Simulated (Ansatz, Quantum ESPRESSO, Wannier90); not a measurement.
# Ballistic channels from Wannier functions: straight Cu chain, spacing 2.30 Å, part 5 of 5

Aim: a Wannier model and the conductance steps that follow from it, for this wire: straight Cu chain, spacing 2.30 Å.

Quantum ESPRESSO 7.5 and Wannier90 3.1.0; plane-wave DFT, PBE, PseudoDojo norm-conserving pseudopotentials; cross-check by Ansatz 0.2.0 with PAW datasets.

So far. Step 9 (Localisation, bands and conductance, with dis_win_max − …): The outer window must hold at least num_wann states at every k: widen it, with enough bands computed to fill it. Step 12 (Wannier functions and transport, with dis_win_max − E_F …): The outer window must hold at least num_wann states at every k: widen it, with enough bands computed to fill it.

In doubt: a PseudoDojo file used here is known to give poor structures and forces (step 2), which bears on pressures, cells, forces and phonons.

### Step 13. The same in Ansatz

A second code with its own PAW datasets, on the same atoms.

Level of this step: plane-wave DFT, PBE, Ansatz PAW (Ansatz 0.2.0).

System of this step: straight Cu chain, spacing 2.30 Å, 2 periods. The cell holds 2 atoms: 2 Cu. Cell: a = 8.000 Å, b = 8.000 Å, c = 4.600 Å, α = 90.0°, β = 90.0°, γ = 90.0°. Vacuum lies along a and b. The structure's axis is c.

Input file input.yaml:

```yaml
crystal:
  lattice:
    - [8.0, 0.0, 0.0]
    - [0.0, 8.0, 0.0]
    - [0.0, 0.0, 4.6]
  atoms:
    - { symbol: Cu, position: [0.0, 0.0, 0.0] }
    - { symbol: Cu, position: [0.0, 0.0, 0.5] }
kpoints:
  mp_grid: { grid: [1, 1, 16] }
hamiltonian:
  xc: pbe
scf:
  occupations: { method: fermi_dirac, width: 0.05 }
  convergence: { dr2_threshold: 1.0e-08 }
output:
  transmission:
    leads: [[0, 0]]
    e_range: [-4.0, 2.0]
    de: 0.05
    kmesh: [1, 1]
    reduced_basis: true
```

Launch:

```
$ ansatz run input.yaml --threads 2 --pin off --max-ram 4096MiB --backend cpu --events-out ev --progress --plain --runs-dir out
```

Numbers of over 12 decimals in the logs are rounded to 6 here.

Output:

```text
Engine: ansatz 0.2.0, aarch64-unknown-linux-gnu
Pseudopotentials: kind: paw
Pseudopotential: Cu, paw, valence charge 19, recommended cutoff 420 eV (normal), Cu.paw.azcp
Functional definition: PBE
  parameter kappa = 0.804
  parameter beta = 0.066725
  exchange = pbe_x(kappa = kappa, mu = beta*pi^2/3)
  correlation = pbe_c(beta = beta)
Crystal: 2 atoms, lattice volume = 294.400 Å³
Basis set: ecut = 420 eV, 5791 PW (Γ)
Bands: 23, of which v1, the nominal top of the filled ones, is band 19 counted from 1 (18 counted from 0)
Symmetry: 32 space group operations
Space group: P4/mmm (ITA 123), of the structure as read, at distance tolerance 6.7e-5 Å
k-points: 9 of 16
Non-local potential: Cu, projectors of the file, l = 0: 3, l = 1: 2, l = 2: 3, l = 3: 1
PAW form: soft (Blöchl's): semilocal exchange-correlation on the pseudo side does not see the compensation charge
PAW one-centre angular grid: Cu, 590 points (default); XC on 64 Gauss nodes
Initial density: superposition of atomic densities (neutral atoms: chi_scale 0, normalization atom), corrected by the library's trained network
Initial wavefunctions: pseudopotential atomic-orbital guess
Functional: x = pbe(κ = 0.804, μ = 0.219515), c = pbe(β = 0.066725)
SCF iter   1: F=—  HF=-13246.359230 eV  |F-HF|=—  |Δ(HF+E_count)|=         —  Δρ=2.13e-3  dr2=1.04e-2  ethr=1.77e-3  ⟨swp⟩=6.1  Hψ=1006  notcnv=0
preconditioner: auto → LDOS  [insulator: Δε(μ)=0.271 eV  Ē_g=4.822 eV  σ=0.050 eV  W_gap=0.83  n_scr=38 (ndim 8)  ℏωp=10.2 eV  f_vac=0.770  D(μ)=2.52/eV (n_scr^D=8)  ε∞_Penn≈5.4  β→1.0]
SCF iter   2: F=—  HF=-13246.370359 eV  |F-HF|=—  |Δ(HF+E_count)|=   1.11e-2  Δρ=5.29e-3  dr2=4.83e-2  ethr=2.74e-5  ⟨swp⟩=2.9  Hψ=462  notcnv=0
SCF iter   3: F=—  HF=-13246.364635 eV  |F-HF|=—  |Δ(HF+E_count)|=   5.72e-3  Δρ=1.29e-3  dr2=2.73e-3  ethr=2.74e-5  ⟨swp⟩=2.0  Hψ=396  notcnv=0
SCF iter   4: F=—  HF=-13246.364101 eV  |F-HF|=—  |Δ(HF+E_count)|=   5.34e-4  Δρ=1.16e-4  dr2=2.53e-5  ethr=7.18e-6  ⟨swp⟩=2.0  Hψ=326  notcnv=0
SCF iter   5: F=—  HF=-13246.364093 eV  |F-HF|=—  |Δ(HF+E_count)|=   8.30e-6  Δρ=6.33e-5  dr2=7.66e-6  ethr=6.67e-8  ⟨swp⟩=1.8  Hψ=214  notcnv=0
SCF iter   6: F=—  HF=-13246.364135 eV  |F-HF|=—  |Δ(HF+E_count)|=   4.19e-5  Δρ=8.30e-6  dr2=1.28e-7  ethr=2.01e-8  ⟨swp⟩=2.1  Hψ=285  notcnv=0
SCF iter   7: F=-13246.364135 eV  HF=-13246.364135 eV  |F-HF|=3.02e-10  |Δ(HF+E_count)|=   1.71e-8  Δρ=2.37e-7  dr2=1.20e-10  ethr=2.63e-11  ⟨swp⟩=1.7  Hψ=558  notcnv=0
SCF 1 converged in 7 iterations: F = -13246.364135 eV  dr2 = 1.20e-10
  greatest PAW one-centre occupation: 1.000 electrons in one spin orbital (limit 2), on the Cu atom at site 1 (counted from 0), in its partial waves of l = 0
transmission: 6 of 36 steps passed
transmission: 12 of 36 steps passed
[...]
transmission: 36 of 36 steps passed
SCF converged after 7 iterations
Free energy (F): -13246.364135 eV
Harris-Foulkes:  -13246.364135 eV  (|F-HF|=3.02e-10)
Internal energy: -13246.337620 eV  (E = F + TS)
E sigma→0 (E₀):  -13246.350877 eV
Entropy (-TS):   -0.026514 eV (-13.257 meV/atom)
Fermi energy:    -3.483835 eV
--- Per-component energies (eV) ---
  E_band       = -1412.333979
  E_kinetic    = 600.262417
  E_local      = -18982.565993  (includes V_loc(G=0)·N_el)
  E_nonlocal   = 802.147318
  E_hartree    = 8665.532999
  E_xc         = -171.850922
  E_vxc        = -220.978581  (∫ρ·V_xc dr)
  E_paw        = -3346.528677  (= ΣΔE_a)
  E_vpaw       = -942.263969  (= ΣTr[D̂ρ^β])
  E_aug_tail   = 0.000538  (compensation charges beyond the density's cutoff)
  E_ewald      = -813.335301
  E_smearing   = -0.026514  (= −TS)
  E_closure    = -0.000000  (closes the sum)
  Σ components = -13246.364135   (vs F -13246.364135, Δ=0.00e0)
--- Band table (eV; the first three rows and the last of 9) ---
  k-point 0: bands = [... 15 lower, -3.9739, -3.6271, -3.5650, -3.5650, -0.4408, -0.4408, 0.6036, 1.1861]
  k-point 1: bands = [... 15 lower, -3.9775, -3.6432, -3.5901, -3.5901, -0.3991, -0.3991, 0.3263, 1.2128]
  k-point 2: bands = [... 15 lower, -3.9880, -3.6914, -3.6618, -3.6618, -0.2842, -0.2771, -0.2771, 1.2929]
  k-point 8: bands = [... 15 lower, -4.1599, -4.1593, -4.1593, -3.6692, -3.6692, 1.7414, 1.7414, 1.7414]
--- Transmission ---
  basis      : 561 plane waves across, 6 finite elements along
  points     : 1, standing for a mesh of 1 x 1
  energies   : 121 from -4.000000 to 2.000000 eV about the Fermi level, 0.050000 eV apart; the leads are filled to 0.000000 eV, and channels, transmission and decay are at 0.000000 eV
  crystal 0  : Cu2, at the sites [0, 0], period 4.6000 Å: whole cells are its period
    offset         : up to 0.0000 Å between an atom of the period and one for which it stands
    channels       : 1.000000e0 a spin
    conductance    : none, the energies end too early or step too widely for 300 K: set another output.transmission.e_range or a lower de, or, where they end at an eighth of basis.ecutwfc, a higher one
```

Elapsed: 19 s, on 2 threads of Arm Neoverse V2, shared host; peak memory 0.46 GiB.

This step gave:

```
free energy                                : -13246.3641 eV
energy at zero smearing                    : -13246.3509 eV
smearing term TS                           : 0.02651 eV
Fermi energy                               : -3.484 eV
symmetry operations                        : 32
lead channels at the Fermi level, one spin : 1
```

Per spin. Open channels against energy, zero at the Fermi level:

energy (eV), open channels and a bar:
```
   -3.400       0.00 
   -3.200       1.00 #####
   -3.000       1.00 #####
   -2.800       1.00 #####
   -2.600       1.00 #####
   -2.400       1.00 #####
   -2.200       1.00 #####
   -2.000       1.00 #####
   -1.800       1.00 #####
   -1.600       3.00 ###############
   -1.400       3.00 ###############
   -1.200       3.00 ###############
   -1.000       4.00 ####################
   -0.800       6.00 ##############################
   -0.600       6.00 ##############################
   -0.400       4.00 ####################
   -0.200       4.00 ####################
    0.000       1.00 #####
    0.200       1.00 #####
    0.400       1.00 #####
    0.600       1.00 #####
    0.800       1.00 #####
    1.000       1.00 #####
    1.200       1.00 #####
    1.400       1.00 #####
    1.600       1.00 #####
    1.800       1.00 #####
    2.000       1.00 #####
```

### Step 14. A check by hand

1 channel × 77.48 µS = 77 µS, a two-terminal resistance of 12.906/1 = 12.91 kΩ whatever the wire's length, as long as nothing scatters.

### Step 15. Outcome

| Property | Result |
| --- | --- |
| open channels at the Fermi level, per spin | 1 |
| total spread | 5.47 Å² |
| gauge-invariant spread | 5.31 Å² |
| largest band misfit in the frozen window | 0.0666 eV |
| channels at the Fermi level by Ansatz | 1 |

What this shows: The wire offers 1 channel per spin at the Fermi level. Between -4 and 1.5 eV the channel count from Wannier functions equals that from Ansatz's layer matching at 92 % of the energies; outside the frozen window the Wannier bands are not held to the plane-wave ones. A band edge of the lead lies within 0.06 eV of the Fermi level, so the channel count there hangs on small shifts and on temperature. The interpolated bands miss plane-wave levels by up to 0.07 eV between mesh points, so steps of the conductance can sit that far off. The wire is perfect, so the conductance only counts bands: each channel, with its partner of the other spin, carries G₀ = 2e²/h. It was run without spin polarisation, which was not tested. A file of the PseudoDojo norm-conserving set has a known flaw or wants a higher cutoff, so those values deserve less trust.

[Logs are printed without paths, hosts, clocks, repeated set-up lines and the standing remarks that a program may print on its own settings, such as how far it seeks lower states.]

[Hosts, paths, dates, database ids (printed as entryN), source tags and the programs' standing remarks are cut or masked in the printed files.]

[Maps of the electrostatic potential energy from Ansatz leave out the sawtooth potential of an applied field or a dipole correction, so their vacuum need not be flat; planar profiles and work functions include it.]
